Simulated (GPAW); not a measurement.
Consider SnSe (Fm-3m).

```
Sn Se
1.0
     0.00000    3.01000    3.01000
     3.01000    0.00000    3.01000
     3.01000    3.01000    0.00000
Sn Se
1 1
Direct
  0.00000 0.00000 0.00000
  0.50000 0.50000 0.50000
```

Absorber: atom 2, with 6 Sn at 3.01 Å (octahedral, site symmetry m-3m). Method: GPAW, LDA, full core hole (charged cell), 12-atom cell with 7.4 Å between holes, 3×3×3 k points, dipole transitions, Gaussian full width 2.33 eV up to 4 eV, rising linearly to 3.5 eV at 25 eV.

Question: What does the Se K edge look like?

Main maxima up to 30 eV above the zero (height): 2.8 eV (2.25), 13.2 eV (1.06) and 19.4 eV (1.24). A K edge sees empty p states on the absorber. 

The Se K spectrum (energy from the lowest empty level; intensity scaled to a mean of 1 over the first 20 eV):

| E (eV) | intensity |
| --- | --- |
| -2.0 | 0.01 |
| -1.5 | 0.04 |
| -1.0 | 0.10 |
| -0.5 | 0.23 |
| 0.0 | 0.44 |
| 0.5 | 0.75 |
| 1.0 | 1.13 |
| 1.5 | 1.54 |
| 2.0 | 1.93 |
| 2.5 | 2.18 |
| 3.0 | 2.25 |
| 3.5 | 2.09 |
| 4.0 | 1.76 |
| 4.5 | 1.34 |
| 5.0 | 0.94 |
| 5.5 | 0.61 |
| 6.0 | 0.39 |
| 6.5 | 0.27 |
| 7.0 | 0.22 |
| 7.5 | 0.23 |
| 8.0 | 0.27 |
| 8.5 | 0.34 |
| 9.0 | 0.42 |
| 9.5 | 0.53 |
| 10.0 | 0.64 |
| 10.5 | 0.74 |
| 11.0 | 0.83 |
| 11.5 | 0.91 |
| 12.0 | 0.98 |
| 12.5 | 1.03 |
| 13.0 | 1.06 |
| 13.5 | 1.05 |
| 14.0 | 1.01 |
| 14.5 | 0.96 |
| 15.0 | 0.92 |
| 15.5 | 0.90 |
| 16.0 | 0.92 |
| 16.5 | 0.97 |
| 17.0 | 1.03 |
| 17.5 | 1.10 |
| 18.0 | 1.16 |
| 18.5 | 1.20 |
| 19.0 | 1.23 |
| 19.5 | 1.24 |
| 20.0 | 1.23 |
| 20.5 | 1.20 |
| 21.0 | 1.15 |
| 21.5 | 1.10 |
| 22.0 | 1.05 |
| 22.5 | 1.01 |
| 23.0 | 0.98 |
| 23.5 | 0.96 |
| 24.0 | 0.95 |
| 24.5 | 0.95 |
| 25.0 | 0.95 |
| 25.5 | 0.96 |
| 26.0 | 0.97 |
| 26.5 | 0.97 |
| 27.0 | 0.98 |
| 27.5 | 0.98 |
| 28.0 | 0.97 |
| 28.5 | 0.95 |
| 29.0 | 0.92 |
| 29.5 | 0.89 |
| 30.0 | 0.85 |
| 30.5 | 0.81 |
| 31.0 | 0.77 |
| 31.5 | 0.74 |
| 32.0 | 0.72 |

The script folds with a Gaussian, whereas the core hole's own line is a Lorentzian, so the onset is too steep and the first peak too high. The mesh is coarse (0.34 Å⁻¹ between points), so small maxima may be mesh ripples. Lifetime broadening is put in by hand, and intensities beyond about 20 eV depend on it and on the partial waves. The structure is a published determination, not relaxed.

[Banner, clock and machine lines of the logs are left out without a mark of their own.]

[Logs are printed without paths, hosts, clocks, repeated set-up lines and the standing remarks that a program may print on its own settings, such as how far it seeks lower states.]

[Hosts, paths, dates, database ids (printed as entryN), source tags and the programs' standing remarks are cut or masked in the printed files.]

[Lists of maxima count a maximum above −3 eV only where it reaches 4 % of the highest in the window and stands out from its surroundings by 2 % of it (1.5 % where it reaches 55 %); shoulders and weaker maxima are passed over, and of the rest the first, up to two pre-edge ones and the few strongest are named.]
